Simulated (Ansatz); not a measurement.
# Ge chain started as a dimerised line: one chain at several levels of theory, part 3 of 4

How many channels does the Ge chain started as a dimerised line carry, and how sure is the answer?

Ansatz 0.2.0; DFT PBE, plane waves, PAW; relaxation of a chain's period (the session's first sound run).

So far, conductance of the lead as this run defines it (G₀): step 3 (the wire at its relaxed period, level PBE, cutoff 420 eV) 3.00; step 5 (LDA, another cell, k-mesh 1×1×18) 3.00.

## 7. Bands of the perfect wire, level PBEsol, cutoff 420 eV

This step: DFT PBEsol, plane waves, PAW; channels and complex bands of a perfect chain (Ansatz 0.2.0).

The channels are counted again under PBEsol, at the period that it gave.

input.yaml reads:

```yaml
crystal:
  lattice:
    - [7.5, 0.0, 0.0]
    - [0.0, 7.5, 0.0]
    - [0.0, 0.0, 4.665563096]
  atoms:
    - { symbol: Ge, position: [0.5, 0.5, 0.97499945] }
    - { symbol: Ge, position: [0.5, 0.5, 0.47500055] }
kpoints:
  mp_grid: { grid: [1, 1, 18] }
  band_path: { path: ["Γ", Z], npoints: 60 }
scf:
  occupations: { method: fermi_dirac, width: 0.05 }
hamiltonian:
  xc: pbesol
output:
  transmission:
    e_range: [-2, 2]
    de: 0.035
    kmesh: [1, 1]
    reduced_basis: true
    leads: [[0, 0]]
  dos: { projected: true, e_range: [-6, 4] }
```

Command:

```sh
$ ansatz run input.yaml --threads 4 --pin off --max-ram 8192MiB --backend cpu --events-out ev --progress --plain --runs-dir out
```

Numbers of over 12 decimals in the logs are rounded to 6 here.

The program printed:

```text
[...]
Crystal: 2 atoms, lattice volume = 262.438 Å³
Basis set: ecut = 420 eV, 5135 PW (Γ)
Bands: 18, of which v1, the nominal top of the filled ones, is band 14 counted from 1 (13 counted from 0)
Symmetry: 32 space group operations
[...]
k-points: 10 of 18
[...]
k-point 9: bands = [... 10 lower, -10.9985, -10.9985, -2.0559, -2.0559, -2.0559, -2.0559, 2.3315, 2.3315]
--- Transmission ---
  basis      : 497 plane waves across, 6 finite elements along
  points     : 1, standing for a mesh of 1 x 1
[...]
crystal 0  : Ge2, at the sites [0, 0], period 4.6656 Å: whole cells are its period
[...]
filled         : 11.6 meV under the level at which it is neutral
    channels       : 3.000000e0 a spin
[...]
[key lines of the parts left out:]
SCF converged after 6 iterations
Free energy (F): -8503.530500 eV
Fermi energy:    -2.692685 eV
```

The job ended after 11 s (4 threads of Arm Neoverse V2, shared host; peak memory 0.51 GiB).

The open channels of the lead, one spin by energy, zero at the Fermi level:

energy (eV), open channels of the lead, one spin and a bar from the least value:
```
   -2.000       1.00 
   -1.790       1.00 
   -1.615       1.00 
   -1.405       1.00 
   -1.195       1.00 
   -0.985       3.00 ##############################
   -0.810       3.00 ##############################
   -0.600       3.00 ##############################
   -0.390       3.00 ##############################
   -0.215       3.00 ##############################
   -0.005       3.00 ##############################
    0.205       3.00 ##############################
    0.415       3.00 ##############################
    0.590       3.00 ##############################
    0.800       3.00 ##############################
    1.010       3.00 ##############################
    1.185       3.00 ##############################
    1.395       3.00 ##############################
    1.605       3.00 ##############################
    1.815       3.00 ##############################
```

At the computed energy nearest the Fermi level there are 3 channels a spin, and the thermal average gives 3.00 G₀.

## 8. The relaxed wire, cutoff 500 eV

This step: DFT r2SCAN, plane waves, PAW; relaxation of a chain's period (Ansatz 0.2.0).

The relaxation is repeated under another functional. r2SCAN also reads the kinetic-energy density; it often gives larger moments and wider gaps than PBE, at a higher cost. Against the first PBE run of this kind, the cutoff is 500 eV against 420.

input.yaml reads:

```yaml
crystal:
  lattice:
    - [7.5, 0.0, 0.0]
    - [0.0, 7.5, 0.0]
    - [0.0, 0.0, 4.56]
  atoms:
    - { symbol: Ge, position: [0.5, 0.5, 0.0], spin: 0.3 }
    - { symbol: Ge, position: [0.5, 0.5, 0.45], spin: 0.3 }
magnetization:
  spin_polarized: true
kpoints:
  mp_grid: { grid: [1, 1, 18] }
scf:
  occupations: { method: fermi_dirac, width: 0.05 }
hamiltonian:
  xc: r2scan
relax:
  cell: { fix: [a, b, alpha, beta, gamma] }
  max_steps: 60
```

The program printed:

```text
[...]
Crystal: 2 atoms, lattice volume = 256.500 Å³
Basis set: ecut = 500 eV, 6505 PW (Γ), exchange–correlation on 240×240×144 points (64 copies of the dense FFT grid, shifted against one another)
Bands: 19, of which v1, the nominal top of the filled ones, is band 14 counted from 1 (13 counted from 0)
Symmetry: 16 space group operations
[...]
0.000000       0.151580       0.000000
        0.000000       0.000000      -0.002067
  P = ⅓ Tr σ = 0.1004 GPa (1.004 kbar)
--- Relaxed structure (5 steps of the walk, 5 accepted, 1 SCFs on fresh bases) ---
[...]
cell:  # Å, volume = 262.3024 Å³
    - [7.5, 0.0, 0.0]
    - [0.0, 7.5, 0.0]
    - [0.0, 0.0, 4.663154]
  atoms:
    - { symbol: Ge, position: [0.5, 0.5, -0.025000] }
    - { symbol: Ge, position: [0.5, 0.5, 0.475000] }
[key lines of the parts left out:]
SCF converged after 12 iterations
Magnetization: 0.0000 μB (14.0000 up, 14.0000 down)
Free energy (F): -8602.217281 eV
Fermi energy:    -2.824497 eV
```

Wall time 42 s (4 threads); peak memory 1.1 GiB; 2.7 min of CPU time.

Relaxation path:

| step | energy less that of the first step (eV) | largest force component (eV/Å) | pressure (GPa) | volume (Å³) |
| --- | --- | --- | --- | --- |
| 1 | 0.0000 | 4.3261 | 1.20 | 256.50 |
| 2 | -0.4464 | 0.8340 | 0.52 | 258.66 |
| 3 | -0.4791 | 0.2584 | 0.20 | 261.36 |
| 4 | -0.4824 | 0.0010 | 0.07 | 262.56 |
| 5 | -0.4825 | 0.0000 | 0.10 | 262.30 |
| 6* | -0.4829 | 0.0000 | 0.10 | 262.30 |

Relaxation steps marked * repeat the geometry before them on a plane-wave basis chosen anew for their cell, so energy and pressure can jump there.

The run keeps the 16 symmetry operations that it works with, so distortions that break them were not tested.

| cell as run | before | after | change |
| --- | --- | --- | --- |
| c (Å) | 4.560 | 4.663 | +2.3 % |

The atoms that moved most (Å, along periodic axes as changes of fractional coordinates times the final cell, across vacuum about the mean position):

| atom | dx | dy | dz | length |
| --- | --- | --- | --- | --- |
| Ge1 | 0.000 | 0.000 | -0.117 | 0.117 |
| Ge2 | 0.000 | 0.000 | 0.117 | 0.117 |

Final coordinates:

```xyz
2
Lattice="7.5000 0.0000 0.0000 0.0000 7.5000 0.0000 0.0000 0.0000 4.6632" Properties=species:S:1:pos:R:3
Ge    3.7500    3.7500   -0.1166
Ge    3.7500    3.7500    2.2150
```

The cell's length comes to 4.663 Å, -1.1 % against the first run, with no moment. The two atoms stand evenly on a line, so the true period is half of it.

## 9. The perfect wire, level r2SCAN, cutoff 500 eV

This step: DFT r2SCAN, plane waves, PAW; channels and complex bands of a perfect chain (Ansatz 0.2.0).

The channels are counted again under r2SCAN, at the period that it gave. Its window is narrower, to save time.

input.yaml reads:

```yaml
crystal:
  lattice:
    - [7.5, 0.0, 0.0]
    - [0.0, 7.5, 0.0]
    - [0.0, 0.0, 4.6631539978]
  atoms:
    - { symbol: Ge, position: [0.5, 0.5, 0.974999751] }
    - { symbol: Ge, position: [0.5, 0.5, 0.475000249] }
kpoints:
  mp_grid: { grid: [1, 1, 18] }
  band_path: { path: ["Γ", Z], npoints: 60 }
scf:
  occupations: { method: fermi_dirac, width: 0.05 }
hamiltonian:
  xc: r2scan
output:
  transmission:
    e_range: [-0.7, 0.7]
    de: 0.035
    kmesh: [1, 1]
    reduced_basis: true
    leads: [[0, 0]]
  dos: { projected: true, e_range: [-6, 4] }
```

The program printed:

```text
[...]
Crystal: 2 atoms, lattice volume = 262.302 Å³
Basis set: ecut = 500 eV, 6649 PW (Γ), exchange–correlation on 240×240×144 points (64 copies of the dense FFT grid, shifted against one another)
Bands: 18, of which v1, the nominal top of the filled ones, is band 14 counted from 1 (13 counted from 0)
Symmetry: 32 space group operations
[...]
k-points: 10 of 18
[...]
k-point 9: bands = [... 10 lower, -11.4607, -11.4607, -2.1348, -2.1348, -2.1348, -2.1348, 2.7029, 2.7029]
--- Transmission ---
  basis      : 593 plane waves across, 7 finite elements along
  points     : 1, standing for a mesh of 1 x 1
[...]
crystal 0  : Ge2, at the sites [0, 0], period 4.6632 Å: whole cells are its period
[...]
filled         : 40.2 meV under the level at which it is neutral
    channels       : 3.000000e0 a spin
[...]
[key lines of the parts left out:]
SCF converged after 6 iterations
Free energy (F): -8602.217281 eV
Fermi energy:    -2.824562 eV
```

It took 16 s on 4 threads; peak memory 0.91 GiB.

At the computed energy nearest the Fermi level there are 3 channels a spin, and the thermal average gives 3.00 G₀.

## 10. Side by side

Times are for 4 threads of Arm Neoverse V2, shared host. The runs compared:

| no. | level | conductance of the lead as this run defines it (G₀) | time | memory (GiB) |
| --- | --- | --- | --- | --- |
| 1 | PBE | 3.000 | 12 s | 0.51 |
| 2 | LDA | 3.000 | 12 s | 0.5 |
| 3 | PBEsol | 3.000 | 11 s | 0.51 |
| 4 | r2SCAN | 3.000 | 16 s | 0.91 |

## 11. The relaxed wire, cutoff 1080 eV

This step: DFT PBE, plane waves, PAW (JTH); relaxation of a chain's period (Ansatz 0.2.0).

The same functional on other atomic datasets tests how far the result hangs on the treatment of the cores. Against the first PBE run of this kind, the cutoff is 1080 eV against 420.

input.yaml reads:

```yaml
crystal:
  lattice:
    - [7.5, 0.0, 0.0]
    - [0.0, 7.5, 0.0]
    - [0.0, 0.0, 4.56]
  atoms:
    - { symbol: Ge, position: [0.5, 0.5, 0.0], spin: 0.3 }
    - { symbol: Ge, position: [0.5, 0.5, 0.45], spin: 0.3 }
magnetization:
  spin_polarized: true
kpoints:
  mp_grid: { grid: [1, 1, 18] }
scf:
  occupations: { method: fermi_dirac, width: 0.05 }
hamiltonian:
  xc: pbe
  pseudopotentials: { kind: paw, source: jth }
relax:
  cell: { fix: [a, b, alpha, beta, gamma] }
  max_steps: 60
```

The program printed:

```text
[...]
0.000000       0.175611       0.000000
        0.000000       0.000000      -0.005109
  P = ⅓ Tr σ = 0.1154 GPa (1.154 kbar)
--- Relaxed structure (5 steps of the walk, 5 accepted, 1 SCFs on fresh bases) ---
[...]
cell:  # Å, volume = 265.2566 Å³
    - [7.5, 0.0, 0.0]
    - [0.0, 7.5, 0.0]
    - [0.0, 0.0, 4.715673]
  atoms:
    - { symbol: Ge, position: [0.5, 0.5, -0.024997] }
    - { symbol: Ge, position: [0.5, 0.5, 0.474997] }
[key lines of the parts left out:]
SCF converged after 7 iterations
Magnetization: 0.0000 μB (14.0000 up, 14.0000 down)
Free energy (F): -8583.198347 eV
Fermi energy:    -2.290390 eV
```

Run time: 47 s. Hardware: 4 threads; peak memory 1.3 GiB; 2.9 min of CPU time.

The cell's length comes to 4.716 Å, +0.0 % against the first run, with no moment. The two atoms stand evenly on a line, so the true period is half of it.

## 12. Relaxing the period

This step: DFT PBE, plane waves, PAW; relaxation of a chain's period (Ansatz 0.2.0).

No moment formed, so a run without spin should agree; this checks it and saves time.

input.yaml, the sections that differ from step 11:

```yaml
crystal:
  lattice:
    - [7.5, 0.0, 0.0]
    - [0.0, 7.5, 0.0]
    - [0.0, 0.0, 4.56]
  atoms:
    - { symbol: Ge, position: [0.5, 0.5, 0.0] }
    - { symbol: Ge, position: [0.5, 0.5, 0.45] }
hamiltonian:
  xc: pbe
# kpoints, scf, relax: as in step 11
# magnetization: removed
```

The program printed:

```text
[...]
Crystal: 2 atoms, lattice volume = 256.500 Å³
Basis set: ecut = 420 eV, 5039 PW (Γ), exchange–correlation on 108×108×64 points (8 copies of the dense FFT grid, shifted against one another)
Bands: 18, of which v1, the nominal top of the filled ones, is band 14 counted from 1 (13 counted from 0)
Symmetry: 16 space group operations
[...]
k-points: 10 of 18
[...]
0.000000       0.175703       0.000000
        0.000000       0.000000      -0.005933
  P = ⅓ Tr σ = 0.1152 GPa (1.152 kbar)
--- Relaxed structure (5 steps of the walk, 5 accepted, 1 SCFs on fresh bases) ---
[...]
cell:  # Å, volume = 265.1789 Å³
    - [7.5, 0.0, 0.0]
    - [0.0, 7.5, 0.0]
    - [0.0, 0.0, 4.714291]
  atoms:
    - { symbol: Ge, position: [0.500000, 0.500000, -0.024998] }
    - { symbol: Ge, position: [0.500000, 0.500000, 0.474998] }
[key lines of the parts left out:]
SCF converged after 9 iterations
Free energy (F): -8586.873453 eV
Fermi energy:    -2.628256 eV
```

It took 4.1 s on 4 threads; peak memory 0.49 GiB.

The cell's length comes to 4.714 Å, +0.0 % against the first run, with spin left out. The two atoms stand evenly on a line, so the true period is half of it.

## 13. Comparing the runs

Times are for 4 threads of Arm Neoverse V2, shared host. The series side by side:

| no. | level | cell length along the wire (Å) | time | memory (GiB) |
| --- | --- | --- | --- | --- |
| 1 | PBE | 4.714 | 11 s | 0.54 |
| 2 | LDA | 4.625 | 8.8 s | 0.49 |
| 3 | PBEsol | 4.666 | 10 s | 0.54 |
| 4 | r2SCAN | 4.663 | 42 s | 1.1 |
| 5 | PBE, JTH files | 4.716 | 47 s | 1.3 |
| 6 | PBE, no spin | 4.714 | 4.1 s | 0.49 |

(Part 3 of 4 ends here.)

[Logs are printed without paths, hosts, clocks, repeated set-up lines and the standing remarks that a program may print on its own settings, such as how far it seeks lower states.]

[Hosts, paths, dates, database ids (printed as entryN), source tags and the programs' standing remarks are cut or masked in the printed files.]
